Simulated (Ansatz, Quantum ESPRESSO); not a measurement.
# Mode couplings of TlBi2 (P6/mmm) in a second program

Aim: mode couplings and λ of TlBi2 (P6/mmm) by double-delta sums in Quantum ESPRESSO. The first relaxation steps of the session are not shown, so no cell shown is the starting entry, unless a step says so.

Method: DFT PBEsol, scalar-relativistic, plane waves, PAW, in the first sound run; inputs show where later runs differ, in Ansatz 0.2.0 and Quantum ESPRESSO 7.5.

Most raw output is cut from this account.

### Step 1. The cell after earlier relaxation steps

Symmetry: P6/mmm, No. 191, hexagonal system. The conventional cell has a = 5.622 Å, b = 5.622 Å, c = 3.348 Å, α = 90.00°, β = 90.00°, γ = 120.00°. Tl has 2 Tl at 3.35 Å and 12 Bi at 3.65 Å nearest. Nearest to Bi lie 5 Bi at 3.25 to 3.35 Å and 6 Tl at 3.65 Å. Farther neighbours are not listed.

### Step 2. Tight relaxation

Residual forces and stress shift phonon frequencies, so the cell is relaxed again, with tight thresholds and the mesh and smearing of this input. Earlier relaxation steps are not shown.

Contents of input.yaml:

```yaml
crystal:
  lattice:
    - [5.6219568727, 0.0, 0.0]
    - [-2.8109784363, 4.8687574707, 0.0]
    - [0.0, 0.0, 3.347698077]
  atoms:
    - { symbol: Tl, position: [0.0, 0.0, 0.0] }
    - { symbol: Bi, position: [0.6666666667, 0.3333333333, 0.5] }
    - { symbol: Bi, position: [0.3333333333, 0.6666666667, 0.5] }
kpoints:
  mp_grid: { grid: [6, 6, 8] }
hamiltonian:
  xc: pbesol
scf:
  occupations: { method: methfessel_paxton, width: 0.2 }
output:
  forces: true
  stress: true
  eigenvalues: true
relax:
  adjacent_minimum: "off"
  f_tol: 0.001
  max_steps: 60
  cell: { stress_tol: 0.01 }
```

Command:

```console
> ansatz run input.yaml --threads 8 --pin off --max-ram 16384MiB --backend cpu --events-out ev --progress --plain --runs-dir out
```

Elapsed: 2.9 s, on 8 threads of Arm Neoverse V2, shared host; peak memory 0.51 GiB.

Little changed from the start: no atom moved by 0.005 Å and no cell edge by 0.1 %.

Numbers from this step:

| Quantity | Value |
| --- | --- |
| pressure | 7.89e-4 GPa |
| volume per atom | 30.56 Å³ |
| metallic on mesh | yes |
| gap on the k-mesh | 0 eV |

The largest force is now zero by symmetry and the largest stress component 9.7e-4 GPa, small enough for phonons.

### Step 3. Matrix elements on the k mesh: PseudoDojo files, cutoff 897.976 eV, Fermi–Dirac smearing of 0.1 eV

The exported deformation potentials allow the same Gaussian double-delta sums that other programs print.

This step: DFT PBEsol, scalar-relativistic, plane waves, PseudoDojo norm-conserving pseudopotentials (Ansatz 0.2.0).

Contents of input.yaml:

```yaml
crystal:
  lattice:
    - [5.6256862913, 0.0, 0.0]
    - [-2.8128431456, 4.871987242, 0.0]
    - [0.0, 0.0, 3.344583384]
  atoms:
    - { symbol: Tl, position: [0.0, 0.0, 0.0] }
    - { symbol: Bi, position: [0.6666666667, 0.3333333333, 0.5] }
    - { symbol: Bi, position: [0.3333333333, 0.6666666667, 0.5] }
kpoints:
  mp_grid: { grid: [4, 4, 6] }
hamiltonian:
  xc: pbesol
  pseudopotentials: { kind: nc, accuracy: standard }
scf:
  occupations: { method: fermi_dirac, width: 0.1 }
  n_extra_bands: 18
output:
  eigenvalues: true
basis:
  ecutwfc: 897.976
phonons:
  method: dfpt
  qmesh: [2, 2, 2]
  temperatures: { t_max: 1000, t_step: 50 }
  qpath:
    path:
      - [[0.0, 0.0, 0.0], [0.5, 0.0, 0.0], [0.33333333, 0.33333333, 0.0], [0.0, 0.0, 0.0], [0.0, 0.0, 0.5], [0.5, 0.0, 0.5], [0.33333333, 0.33333333, 0.5], [0.0, 0.0, 0.5]]
      - [[0.5, 0.0, 0.5], [0.5, 0.0, 0.0]]
      - [[0.33333333, 0.33333333, 0.5], [0.33333333, 0.33333333, 0.0]]
    npoints: 10
  electron_phonon_deformation_potentials: { window_half_width: 2.5 }
```

It took 59 s on 8 threads; peak memory 3 GiB; 7 min of CPU time.

Numbers from this step:

| Item | Value |
| --- | --- |
| share of imaginary modes in the plain interpolation between solved wavevectors | 0.0288 |
| highest frequency, solved or plainly interpolated | 73.92 cm⁻¹ |

Allen's double-delta sum on the run's k mesh, delta = exp(-(x/sigma)^2)/(sigma sqrt(pi)); at the zone centre the sum is no linewidth. Double-delta sums:

| q1 | q2 | q3 | star | mode | omega (meV) | lambda_q, sigma 0.05 eV | lambda_q, sigma 0.1 eV | lambda_q, sigma 0.2 eV | lambda_q, sigma 0.3 eV | lambda_q, sigma 0.4 eV | half width at sigma 0.2 (meV) | <D²> at sigma 0.2 ((eV/Å)²) | nesting at sigma 0.2 (1/eV²) |
| --- | --- | --- | --- | --- | --- | --- | --- | --- | --- | --- | --- | --- | --- |
| 0 | 0 | 0 | 1 | 1 | -1.01e-7 | - | - | - | - | - | 1.26e-4 | 0.001843 | 3.249 |
| 0 | 0 | 0 | 1 | 2 | 4.10e-8 | - | - | - | - | - | 1.26e-4 | 0.001843 | 3.249 |
| 0 | 0 | 0 | 1 | 3 | 4.69e-8 | - | - | - | - | - | 1.26e-4 | 0.001843 | 3.249 |
| 0 | 0 | 0 | 1 | 4 | 3.571 | 1.03e-25 | 1.46e-20 | 1.70e-7 | 2.44e-5 | 1.66e-4 | 8.46e-9 | 1.23e-7 | 3.249 |
| 0 | 0 | 0 | 1 | 5 | 3.993 | 0.8686 | 0.3797 | 0.1735 | 0.1975 | 0.1968 | 0.01078 | 0.1573 | 3.249 |
| 0 | 0 | 0 | 1 | 6 | 4.393 | 1.16e-5 | 0.195 | 0.5503 | 0.4774 | 0.4136 | 0.04141 | 0.6039 | 3.249 |
| 0 | 0 | 0 | 1 | 7 | 4.393 | 1.16e-5 | 0.195 | 0.5503 | 0.4774 | 0.4136 | 0.04141 | 0.6039 | 3.249 |
| 0 | 0 | 0 | 1 | 8 | 5.812 | 3.393 | 1.862 | 1.637 | 1.321 | 1.106 | 0.2156 | 3.144 | 3.249 |
| 0 | 0 | 0 | 1 | 9 | 5.812 | 3.393 | 1.862 | 1.637 | 1.321 | 1.106 | 0.2156 | 3.144 | 3.249 |
| 0 | 0 | -0.5 | 1 | 1 | 3.877 | 3.96e-17 | 1.50e-4 | 0.02549 | 0.04484 | 0.06025 | 0.001494 | 0.1738 | 0.4074 |
| 0 | 0 | -0.5 | 1 | 2 | 3.877 | 3.96e-17 | 1.50e-4 | 0.02549 | 0.04484 | 0.06025 | 0.001494 | 0.1738 | 0.4074 |
| 0 | 0 | -0.5 | 1 | 3 | 4.867 | 6.98e-13 | 6.31e-4 | 0.102 | 0.1856 | 0.1973 | 0.009422 | 1.096 | 0.4074 |
| 0 | 0 | -0.5 | 1 | 4 | 4.867 | 6.98e-13 | 6.31e-4 | 0.102 | 0.1856 | 0.1973 | 0.009422 | 1.096 | 0.4074 |
| 0 | 0 | -0.5 | 1 | 5 | 5.053 | 8.80e-23 | 2.86e-5 | 0.0728 | 0.1916 | 0.2326 | 0.007247 | 0.843 | 0.4074 |
| 0 | 0 | -0.5 | 1 | 6 | 8.603 | 3.42e-24 | 1.95e-8 | 1.45e-4 | 0.002015 | 0.007419 | 4.19e-5 | 0.004878 | 0.4074 |
| 0 | 0 | -0.5 | 1 | 7 | 9.093 | 1.52e-13 | 6.47e-5 | 0.007627 | 0.01528 | 0.01939 | 0.002458 | 0.2859 | 0.4074 |
| 0 | 0 | -0.5 | 1 | 8 | 9.164 | 4.67e-13 | 2.08e-4 | 0.03813 | 0.08195 | 0.1057 | 0.01248 | 1.452 | 0.4074 |
| 0 | 0 | -0.5 | 1 | 9 | 9.164 | 4.67e-13 | 2.08e-4 | 0.03813 | 0.08195 | 0.1057 | 0.01248 | 1.452 | 0.4074 |
| 0 | -0.5 | 0 | 3 | 1 | -3.908 | - | - | - | - | - | 0.1944 | 4.892 | 1.883 |
| 0 | -0.5 | 0 | 3 | 2 | 2.314 | 1.00e-6 | 0.0266 | 0.1479 | 0.2199 | 0.2658 | 0.003088 | 0.07771 | 1.883 |
| 0 | -0.5 | 0 | 3 | 3 | 2.5 | 1.81e-14 | 3.18e-4 | 0.06082 | 0.1049 | 0.1353 | 0.001482 | 0.03731 | 1.883 |
| 0 | -0.5 | 0 | 3 | 4 | 3.365 | 2.36e-9 | 0.007692 | 0.07003 | 0.08738 | 0.08915 | 0.003091 | 0.07781 | 1.883 |
| 0 | -0.5 | 0 | 3 | 5 | 3.889 | 4.75e-17 | 1.06e-5 | 0.01968 | 0.0526 | 0.06781 | 0.00116 | 0.02921 | 1.883 |
| 0 | -0.5 | 0 | 3 | 6 | 4.451 | 2.27e-7 | 0.01042 | 0.1576 | 0.217 | 0.2143 | 0.01217 | 0.3063 | 1.883 |
| 0 | -0.5 | 0 | 3 | 7 | 5.829 | 4.99e-7 | 0.04399 | 0.5133 | 0.6903 | 0.6998 | 0.068 | 1.712 | 1.883 |
| 0 | -0.5 | 0 | 3 | 8 | 6.442 | 0.6438 | 0.2949 | 0.1952 | 0.1782 | 0.1604 | 0.03158 | 0.7949 | 1.883 |
| 0 | -0.5 | 0 | 3 | 9 | 8.149 | 0.3787 | 0.2084 | 0.2103 | 0.1806 | 0.1637 | 0.05444 | 1.37 | 1.883 |
| 0 | -0.5 | -0.5 | 3 | 1 | 2.855 | 2.37e-7 | 0.03384 | 0.3256 | 0.3172 | 0.2748 | 0.01035 | 0.4797 | 1.022 |
| 0 | -0.5 | -0.5 | 3 | 2 | 3.229 | 2.78e-8 | 0.01338 | 0.4446 | 0.634 | 0.6226 | 0.01807 | 0.8378 | 1.022 |
| 0 | -0.5 | -0.5 | 3 | 3 | 4.295 | 3.38e-10 | 6.81e-4 | 0.053 | 0.07749 | 0.08174 | 0.003812 | 0.1767 | 1.022 |
| 0 | -0.5 | -0.5 | 3 | 4 | 5.341 | 8.97e-8 | 0.01486 | 0.3319 | 0.5044 | 0.5049 | 0.03692 | 1.711 | 1.022 |
| 0 | -0.5 | -0.5 | 3 | 5 | 6.503 | 5.76e-8 | 0.008198 | 0.09019 | 0.1492 | 0.1779 | 0.01487 | 0.6893 | 1.022 |
| 0 | -0.5 | -0.5 | 3 | 6 | 6.741 | 3.10e-9 | 0.001264 | 0.03172 | 0.04361 | 0.05689 | 0.005618 | 0.2604 | 1.022 |
| 0 | -0.5 | -0.5 | 3 | 7 | 7.312 | 6.99e-9 | 9.89e-4 | 0.009593 | 0.01651 | 0.02398 | 0.002 | 0.0927 | 1.022 |
| 0 | -0.5 | -0.5 | 3 | 8 | 8.346 | 1.27e-7 | 0.01831 | 0.1862 | 0.2001 | 0.1896 | 0.05055 | 2.344 | 1.022 |
| 0 | -0.5 | -0.5 | 3 | 9 | 8.764 | 5.43e-8 | 0.008053 | 0.09396 | 0.1133 | 0.1133 | 0.02814 | 1.304 | 1.022 |

Among the solved wavevectors the lowest mode, translations apart, is -31.5 cm⁻¹, imaginary.

### Step 4. Second program, ground state

ph.x needs a tightly converged ground state on the same k mesh; the cell is that of the step before.

This step: DFT PBEsol, scalar-relativistic, plane waves, PseudoDojo norm-conserving pseudopotentials (Quantum ESPRESSO 7.5).

Contents of pw.in:

```
&control
   calculation = 'scf'
   prefix = 'x'
   outdir = './tmp'
   pseudo_dir = './pseudo'
   tprnfor = .true.
   tstress = .true.
/
&system
   ibrav = 4
   celldm(1) = 10.63100635
   celldm(3) = 0.59452007
   nat = 3
   ntyp = 2
   ecutwfc = 66.0
   ecutrho = 264.0
   occupations = 'smearing'
   smearing = 'fd'
   degauss = 0.00734986
   nbnd = 34
/
&electrons
   conv_thr = 1.0d-11
   mixing_beta = 0.5
/
ATOMIC_SPECIES
 Tl    204.3800  Tl.upf
 Bi    208.9804  Bi.upf
ATOMIC_POSITIONS crystal
 Tl     0.000000000   0.000000000   0.000000000
 Bi     0.666666667   0.333333333   0.500000000
 Bi     0.333333333   0.666666667   0.500000000
K_POINTS automatic
 4 4 6 0 0 0
```

Command:

```console
> OMP_NUM_THREADS=1 mpirun -n 8 pw.x -nk 8 -in pw.in > pw.x.log
```

The job ended after 6.5 s (8 MPI ranks; 51 s of CPU time).

This step gave:

| Property | Result |
| --- | --- |
| pressure | 0.4687 GPa |

With these potentials, mesh and smearing the cell is at 0.47 GPa.

### Step 5. Phonons and couplings with ph.x: Fermi–Dirac smearing of 0.1 eV

ph.x gives each mode's frequency and linewidth; λ of a mode follows from Gaussian double-delta sums over the k mesh, here at four widths.

Contents of ph.in:

```
phonons and couplings
&inputph
   prefix = 'x'
   outdir = './tmp'
   tr2_ph = 1.0d-15
   fildyn = 'x.dyn'
   fildvscf = 'dvscf'
   ldisp = .true.
   nq1 = 2
   nq2 = 2
   nq3 = 2
   electron_phonon = 'simple'
   el_ph_ngauss = 0
   el_ph_sigma = 0.00734986
   el_ph_nsigma = 4
   alpha_mix(1) = 0.5
   amass(1) = 204.38
   amass(2) = 208.9804
/
```

Command:

```console
> OMP_NUM_THREADS=1 mpirun -n 8 ph.x -nk 8 -in ph.in > ph.x.log
```

The job ended after 13 min (8 MPI ranks).

This step gave:

| Item | Value |
| --- | --- |
| highest frequency, solved or plainly interpolated | 74.33 cm⁻¹ |

As ph.x prints them, no sum rule imposed; at the zone centre the sum is no linewidth. Double-delta sums:

| q1 | q2 | q3 | star | mode | omega (meV) | lambda_q, sigma 0.1 eV | lambda_q, sigma 0.2 eV | lambda_q, sigma 0.3 eV | lambda_q, sigma 0.4 eV | half width at sigma 0.2 (meV) |
| --- | --- | --- | --- | --- | --- | --- | --- | --- | --- | --- |
| 0 | 0 | 0 | 1 | 1 | -0.3806 | 0 | 0 | 0 | 0 | 0 |
| 0 | 0 | 0 | 1 | 2 | 0.3512 | 0 | 0 | 0 | 0 | 2.07e-4 |
| 0 | 0 | 0 | 1 | 3 | 0.3512 | 0 | 0 | 0 | 0 | 2.07e-4 |
| 0 | 0 | 0 | 1 | 4 | 3.584 | 0 | 0 | 0 | 2.00e-4 | 0 |
| 0 | 0 | 0 | 1 | 5 | 3.927 | 0.3926 | 0.18 | 0.2046 | 0.2036 | 0.01084 |
| 0 | 0 | 0 | 1 | 6 | 4.518 | 0.1863 | 0.5229 | 0.4525 | 0.3913 | 0.04169 |
| 0 | 0 | 0 | 1 | 7 | 4.518 | 0.1863 | 0.5229 | 0.4525 | 0.3913 | 0.04169 |
| 0 | 0 | 0 | 1 | 8 | 5.895 | 1.813 | 1.602 | 1.29 | 1.079 | 0.2174 |
| 0 | 0 | 0 | 1 | 9 | 5.895 | 1.813 | 1.602 | 1.29 | 1.079 | 0.2174 |
| 0 | 0 | 0.5 | 1 | 1 | 3.95 | 1.00e-4 | 0.0247 | 0.0434 | 0.0583 | 0.001489 |
| 0 | 0 | 0.5 | 1 | 2 | 3.95 | 1.00e-4 | 0.0247 | 0.0434 | 0.0583 | 0.001489 |
| 0 | 0 | 0.5 | 1 | 3 | 4.877 | 6.00e-4 | 0.1017 | 0.185 | 0.1968 | 0.009429 |
| 0 | 0 | 0.5 | 1 | 4 | 4.877 | 6.00e-4 | 0.1017 | 0.185 | 0.1968 | 0.009429 |
| 0 | 0 | 0.5 | 1 | 5 | 5.123 | 0 | 0.0712 | 0.1873 | 0.2273 | 0.007279 |
| 0 | 0 | 0.5 | 1 | 6 | 8.715 | 0 | 1.00e-4 | 0.002 | 0.0073 | 4.14e-5 |
| 0 | 0 | 0.5 | 1 | 7 | 9.097 | 1.00e-4 | 0.0075 | 0.0151 | 0.0192 | 0.00244 |
| 0 | 0 | 0.5 | 1 | 8 | 9.216 | 2.00e-4 | 0.0377 | 0.0813 | 0.1051 | 0.01249 |
| 0 | 0 | 0.5 | 1 | 9 | 9.216 | 2.00e-4 | 0.0377 | 0.0813 | 0.1051 | 0.01249 |
| 0 | 0.5 | 0 | 3 | 1 | -3.913 | -11.1 | -3.253 | -1.714 | -1.186 | 0.1946 |
| 0 | 0.5 | 0 | 3 | 2 | 2.34 | 0 | 0 | 0 | 0 | 0.003102 |
| 0 | 0.5 | 0 | 3 | 3 | 2.467 | 0 | 0 | 0 | 0 | 0.001447 |
| 0 | 0.5 | 0 | 3 | 4 | 3.318 | 0.0085 | 0.0724 | 0.0898 | 0.0917 | 0.003102 |
| 0 | 0.5 | 0 | 3 | 5 | 3.88 | 0 | 0.0194 | 0.0525 | 0.0679 | 0.001158 |
| 0 | 0.5 | 0 | 3 | 6 | 4.434 | 0.0108 | 0.1545 | 0.2117 | 0.209 | 0.01187 |
| 0 | 0.5 | 0 | 3 | 7 | 5.974 | 0.0437 | 0.4915 | 0.6604 | 0.67 | 0.06849 |
| 0 | 0.5 | 0 | 3 | 8 | 6.462 | 0.2955 | 0.1957 | 0.1778 | 0.1598 | 0.03193 |
| 0 | 0.5 | 0 | 3 | 9 | 8.212 | 0.2069 | 0.2077 | 0.1779 | 0.1612 | 0.05471 |
| 0 | 0.5 | 0.5 | 3 | 1 | 2.879 | 0.0342 | 0.3248 | 0.3146 | 0.2714 | 0.0105 |
| 0 | 0.5 | 0.5 | 3 | 2 | 3.155 | 0.0144 | 0.4686 | 0.6669 | 0.6543 | 0.0182 |
| 0 | 0.5 | 0.5 | 3 | 3 | 4.312 | 7.00e-4 | 0.053 | 0.0773 | 0.0814 | 0.003846 |
| 0 | 0.5 | 0.5 | 3 | 4 | 5.369 | 0.0145 | 0.3245 | 0.4953 | 0.4965 | 0.03656 |
| 0 | 0.5 | 0.5 | 3 | 5 | 6.493 | 0.0085 | 0.0916 | 0.1503 | 0.1789 | 0.0151 |
| 0 | 0.5 | 0.5 | 3 | 6 | 6.81 | 0.0013 | 0.0312 | 0.0428 | 0.0558 | 0.005666 |
| 0 | 0.5 | 0.5 | 3 | 7 | 7.393 | 0.001 | 0.0092 | 0.0161 | 0.0235 | 0.001985 |
| 0 | 0.5 | 0.5 | 3 | 8 | 8.425 | 0.0183 | 0.184 | 0.197 | 0.1863 | 0.05099 |
| 0 | 0.5 | 0.5 | 3 | 9 | 8.774 | 0.0083 | 0.0947 | 0.114 | 0.114 | 0.02845 |

For the highest frequency, solved or plainly interpolated, step 3 gave 73.9 cm⁻¹; this run, with Quantum ESPRESSO and program ph x, gives 74.3 cm⁻¹.

### Step 6. Summary of results

* phonon run of the rows without a label of their own: PBEsol, q 2×2×2, k 4×4×6

In words: In the run with Fermi–Dirac smearing of 0.1 eV: a mode at q = (0, 0.5, 0) is imaginary, 31.6i cm⁻¹, so the lattice is unstable on these meshes and at this level, and no λ is read from its Gaussian sums. ph.x sets λ to zero for modes under 20 cm⁻¹, so its total leaves out the softest modes of this crystal and is too low. Under gradient-corrected functionals ph.x can misplace modes where the density is low; no frozen-phonon run checks these frequencies. Spin–orbit coupling, left out here, matters for Bi and Tl.

[Logs are printed without paths, hosts, clocks, repeated set-up lines and the standing remarks that a program may print on its own settings, such as how far it seeks lower states.]

[Hosts, paths, dates, database ids (printed as entryN), source tags and the programs' standing remarks are cut or masked in the printed files.]
